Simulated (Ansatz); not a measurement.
# From PBE to G0W0: Al2InN3 (Cmc2_1), part 3 of 3

Aim: the quasiparticle gap of Al2InN3 (Cmc2_1), starting from PBE.

Ansatz 0.2.0; PBE, then G0W0 on it, plane waves, PAW. Known limits of the many-body steps: finite bands, screening cutoff and k mesh; no spin-orbit coupling in G0W0; d shells not analysed.

So far. Step 2 (Bands along the symmetry lines): Over mesh and path the gap is 2.292 eV, direct, at k = Γ. The pressure in this cell is 4 GPa; the cell is kept. Step 3 (The quasiparticle correction): Over 35 of 39 irreducible mesh points the G0W0 gap is 3.519 eV, direct, at k = Γ. The PBE gap of this run on the mesh is 2.292 eV. The two states that bound the G0W0 gap lie that far apart at the start, so the correction of the gap is 3.519 − 2.292 = +1.227 eV.

In doubt: masses and optical values from hybrid runs of this build are listed as unsure (in some of the runs), which bears on the screening that GW takes from such a start.

## (4) Spin-orbit coupling in PBE

This run has two-component orbitals with spin-orbit coupling.

This step: DFT, PBE with spin-orbit coupling, plane waves, PAW; PAW set soft_1.

Contents of input.yaml:

```yaml
crystal:
  lattice:
    - [4.8800190524, -2.8055151375, 0.0]
    - [4.8800190524, 2.8055151375, 0.0]
    - [0.0, 0.0, 5.1994618]
  atoms:
    - { symbol: Al, position: [0.00854286, 0.33490025, 0.99162672] }
    - { symbol: Al, position: [0.66509975, 0.99145714, 0.99162672] }
    - { symbol: Al, position: [0.99145714, 0.66509975, 0.49162672] }
    - { symbol: Al, position: [0.33490025, 0.00854286, 0.49162672] }
    - { symbol: In, position: [0.32191553, 0.67808447, 0.98638376] }
    - { symbol: In, position: [0.67808447, 0.32191553, 0.48638376] }
    - { symbol: "N", position: [0.03698256, 0.33358057, 0.35579997] }
    - { symbol: "N", position: [0.66641943, 0.96301744, 0.35579997] }
    - { symbol: "N", position: [0.96301744, 0.66641943, 0.85579997] }
    - { symbol: "N", position: [0.33358057, 0.03698256, 0.85579997] }
    - { symbol: "N", position: [0.29809134, 0.70190866, 0.40676283] }
    - { symbol: "N", position: [0.70190866, 0.29809134, 0.90676283] }
kpoints:
  mp_grid: { grid: [6, 6, 4] }
  band_path:
    path:
      - [0.0, 0.0, 0.0]
      - [0.5, 0.5, 0.0]
      - [0.33262704, 0.66737296, 0.0]
      - [-0.33262704, 0.33262704, 0.0]
      - [0.0, 0.0, 0.5]
      - [-0.33262704, 0.33262704, 0.5]
      - [0.33262704, 0.66737296, 0.5]
      - [0.5, 0.5, 0.5]
    npoints: 1
hamiltonian:
  xc: pbe
  pseudopotentials: { kind: paw_fr, azcp: { folder: soft_1 } }
scf:
  occupations: { method: fixed }
  n_extra_bands: 16
magnetization:
  noncollinear: true
  spin_orbit: true
output:
  eigenvalues: true
  forces: true
  stress: true
```

Run with:

```bash
$ ansatz run input.yaml --threads 2 --pin off --max-ram 92160MiB --backend cuda --events-out ev --progress --plain --runs-dir out --devices 1 --max-vram 13GiB
```

Numbers of over 12 decimals in the logs are rounded to 6 here.

Log:

```text
[...]
GPUs: using 1 of 1 available (devices: 1).
[...]
non-collinear run that drives no moment, with spin-orbit: no starting moment large enough to seed its density (crystal.atoms[].spin), no starting occupations that ask for one, no magnetisation constraint and no magnetic field, so the semilocal B_xc is pinned to zero
[...]
GPU FFT provider: cuFFT
GPU libraries: cuBLAS 13.8.2, cuFFT 12.4.0, cuSOLVER 12.3.4
Crystal: 12 atoms, lattice volume = 142.371 Å³
Basis set: ecut = 420 eV, 2793 PW (Γ), exchange–correlation on 80×80×72 points (8 copies of the dense FFT grid, shifted against one another)
Bands: 84, of which v1, the nominal top of the filled ones, is band 68 counted from 1 (67 counted from 0)
Symmetry: 4 space group operations + 4 with time reversal
[...]
k-points: 39 of 144 (time reversal used)
Projection manifold: j_resolved (fully-relativistic pseudo-atomic orbitals)
[...]
GPU buffer pool allocated for 57600 grid points (all kernels)
[...]
SCF iter   1: F=—  HF=-15670.271997 eV  |F-HF|=—  |Δ(HF+E_count)|=         —  Δρ=1.13e-1  dr2=2.20e1  dr2_m=0.00e0 (ungated)  ethr=3.10e-3  |M|=0.00e0 ∫|m|=0.00e0 μB  |m|>n=0.0e0 m-floor=0.0e0 τ_xc=0.0e0  β_m=0.30  ⟨swp⟩=5.2  Hψ=14333  notcnv=0  defer=468
[...]
spin=Noncollinear: Resta preconditioning applied to the charge; magnetization (m_x, m_y, m_z) channels mix plain (no charge-response kernel on spin).
[...]
site 10: m = (+0.0000, +0.0000, +0.0000) μB, |m| = 0.0000 μB  (R = 0.78 Å)
  site 11: m = (+0.0000, +0.0000, +0.0000) μB, |m| = 0.0000 μB  (R = 0.78 Å)
Free energy (F): -15664.077464 eV
[...]
Internal energy: -15664.077464 eV  (E = F + TS)
E sigma→0 (E₀):  -15664.077464 eV
Fermi energy:    8.246104 eV
[...]
--- Forces (eV/Å), atoms counted from 1 ---
  atom   1  Al    -0.00175009     0.00791931     0.00324003
  atom   2  Al     0.00175009     0.00791931     0.00324003
  atom   3  Al     0.00175009    -0.00791931     0.00324003
  atom   4  Al    -0.00175009    -0.00791931     0.00324003
  atom   5  In     0.00000000     0.00478910     0.00858394
  atom   6  In     0.00000000    -0.00478910     0.00858394
  atom   7  N     -0.00476063     0.00751292    -0.00038043
  atom   8  N      0.00476063     0.00751292    -0.00038043
  atom   9  N      0.00476063    -0.00751292    -0.00038043
  atom  10  N     -0.00476063    -0.00751292    -0.00038043
  atom  11  N      0.00000000    -0.01605977    -0.01433256
  atom  12  N      0.00000000     0.01605977    -0.01433256
  max |Σ_I F_I| component: 5.89e-5 eV/Å
--- Stress (GPa, compression-positive) ---
        4.251504       0.000000       0.000000
        0.000000       4.288096       0.000000
        0.000000       0.000000       4.459747
  P = ⅓ Tr σ = 4.3331 GPa (43.331 kbar)
--- Band table (eV; the first three rows and the last of 39) ---
  k-point 0: bands = [... 64 lower, 8.1816, 8.1816, 8.2461, 8.2461, 10.5385, 10.5385, 12.7815, 12.7815, ... 12 higher]
  k-point 1: bands = [... 64 lower, 8.0616, 8.0616, 8.1093, 8.1093, 11.4280, 11.4280, 12.9162, 12.9162, ... 12 higher]
  k-point 2: bands = [... 64 lower, 8.1141, 8.1141, 8.1141, 8.1141, 12.6469, 12.6469, 12.6469, 12.6469, ... 12 higher]
  k-point 38: bands = [... 64 lower, 7.6340, 7.6340, 7.6340, 7.6340, 12.9691, 12.9691, 12.9691, 12.9691, ... 12 higher]
[key lines of the parts left out:]
SCF converged after 9 iterations
Magnetization: |M| = 0.0000 μB,  M = (+0.0000, +0.0000, +0.0000) μB
```

Wall time 9.1 s (1 × NVIDIA H100 80GB HBM3 (shared by 6 runs) with 2 threads of AMD EPYC 7R13 (Zen 3), shared host); peak memory 1 GiB.

Numbers from this step:

| Item | Value |
| --- | --- |
| pressure | 4.333 GPa |
| gap | 2.292 eV |
| valence top at | Γ |
| conduction bottom at | Γ |
| least direct gap | 2.292 eV |

Over mesh and listed points the gap is 2.292 eV, direct, at k = Γ. The pressure in this cell is 4 GPa; the cell is kept. PBE+SOC against PBE: 2.292 − 2.292 = +0.000 eV, with the same mesh, set of files (read in its fully relativistic form for the spin-orbit run) and cutoff, and both edges at the same k points. The spin-orbit run sees mesh and listed points alone, so its gap is an upper bound: the coupling can move an edge off these points, the more so as this crystal has no centre of inversion, and the change over the zone, its sign included where it is small, is not known.

## (5) Side by side

Each gap is the least one over the points named; times are wall times on shared hosts, not benchmarks. A G0W0 time includes the run's own self-consistent start. Runs with listed points see these and the mesh alone, so an edge that moves elsewhere is missed. Rows marked * are further runs, not shown as steps, whose inputs differ from the G0W0 step on the same start in the columns given; solver thresholds can differ too.

```
    level   mesh       files, cutoff  bands summed, screening                            points  gap (eV)  valence top  conduction bottom  least direct gap (eV)     time
      PBE  6×6×4  soft_1 PAW, 420 eV                        -                     mesh and path     2.292            Γ                  Γ                  2.292    7.1 s
  PBE+SOC  6×6×4  soft_1 PAW, 420 eV                        -            mesh and listed points     2.292            Γ                  Γ                  2.292    9.1 s
G0W0@PBE*  6×6×4  soft_1 PAW, 420 eV               162, 54 eV  35 of 39 irreducible mesh points     3.226            Γ                  Γ                  3.226     98 s
G0W0@PBE*  6×6×4  soft_1 PAW, 420 eV              396, 108 eV  35 of 39 irreducible mesh points     3.443            Γ                  Γ                  3.443  2.5 min
 G0W0@PBE  6×6×4  soft_1 PAW, 420 eV              814, 180 eV  35 of 39 irreducible mesh points     3.519            Γ                  Γ                  3.519  6.2 min
G0W0@PBE*  3×3×2  soft_1 PAW, 420 eV              396, 108 eV     all 8 irreducible mesh points     3.440            Γ                  Γ                  3.440     19 s
```

## (6) Results

| Property | Result |
| --- | --- |
| PBE gap over mesh and path | 2.292 eV, direct, at k = Γ |
| G0W0@PBE gap over 35 of 39 irreducible mesh points | 3.519 eV, direct, at k = Γ |
| PBE+SOC gap over mesh and listed points | 2.292 eV |
| estimated limit in bands and cutoff, on this mesh | 3.591 eV |
| GW settings | 6×6×4 mesh, 780 empty bands, screening to 180 eV, PAW set soft_1 files |
| known limits | finite bands, screening cutoff and k mesh; no spin-orbit coupling in G0W0; d shells not analysed |

Over 35 of 39 irreducible mesh points the G0W0 gap is 3.519 eV, direct, at k = Γ. The PBE gap of this run on the mesh is 2.292 eV. The two states that bound the G0W0 gap lie that far apart at the start, so the correction of the gap is 3.519 − 2.292 = +1.227 eV. The valence state moves by 7.444 − 8.246 = −0.802 eV and the conduction state by 10.963 − 10.538 = +0.425 eV, on the run's own scale; with 162 bands the edge states move by −0.056 and +0.878 eV, so the split between the edges depends on the bands and cutoff. Both edges that PBE shows over mesh and path lie at k points where levels were corrected. Levels at other points were not corrected, so a lower G0W0 gap elsewhere in the zone is not ruled out. From 162 bands and 54 eV to 814 bands and 180 eV the gap moves by 3.519 − 3.226 = +0.293 eV (rung by rung 3.226, 3.443, 3.519 eV); bands and screening cutoff rise together, so their parts are not told apart. A line in one over the bands through the two highest rungs gives 3.519 + (3.519 − 3.443) × 396 / (814 − 396) = 3.591 eV, and through the pair below 3.443 + (3.443 − 3.226) × 162 / (396 − 162) = 3.593 eV. The two agree within 0.03 eV and the same two states bound the gap in each rung, so 3.591 eV is taken as an estimate of the limit on this mesh. With the 3×3×2 mesh in place of the 6×6×4 mesh and all else as in the G0W0@PBE row with 396 bands, the gap differs by 3.440 − 3.443 = −0.003 eV, and that of the start by 2.290 − 2.292 = −0.002 eV. G0W0 on other starts in this series, not shown as steps and not all at these settings: 4.100 eV on HSE06 (6×6×4, soft_1 PAW, 814 bands, 180 eV). PBE+SOC against PBE: 2.292 − 2.292 = +0.000 eV, with the same mesh, set of files (read in its fully relativistic form for the spin-orbit run) and cutoff, and both edges at the same k points. The spin-orbit run sees mesh and listed points alone, so its gap is an upper bound: the coupling can move an edge off these points, the more so as this crystal has no centre of inversion, and the change over the zone, its sign included where it is small, is not known. What spin-orbit coupling does to the G0W0 levels was not computed, so no sum with the G0W0 gap is formed. The G0W0 runs are scalar-relativistic. One-shot GW is known to converge slowly in bands for compounds with shallow d shells. The cell holds In; the filling of the d shell and its place against the gap were not analysed here. G0W0 is shown with one set of atomic data (soft_1 PAW), so the error from the files is not known here. Failed or unusable runs on PBE in this series, left out of the table: G0W0@PBE (6×6×4 mesh, soft_1 PAW files, 420 eV, 780 empty bands) reached its time limit after 14 min.

[Paths, hosts, dates, memory and timing lines, banners, echoed tables and standing remarks are left out of the program output.]

[Logs are printed without paths, hosts, clocks, repeated set-up lines and the standing remarks that a program may print on its own settings, such as how far it seeks lower states.]

[Runs of the session that timed out or met a known fault of the program may be left out.]

[Cells called generated may have been cut or substituted from an entry of the Crystallography Open Database or the Materials Project.]

[Hosts, paths, dates, database ids (printed as entryN), source tags and the programs' standing remarks are cut or masked in the printed files.]

[Where an RPA ε∞ is given, it is that of the G0W0 mesh and is not shown converged in it. Names of k-points follow the symmetry that the program found, which can be lower than the space group named. Band edges on a path are those of the sampled points; other points can move an edge, and change direct to indirect where valleys lie close.]

[Hybrid gaps are those of their k-mesh and are not shown converged in it.]
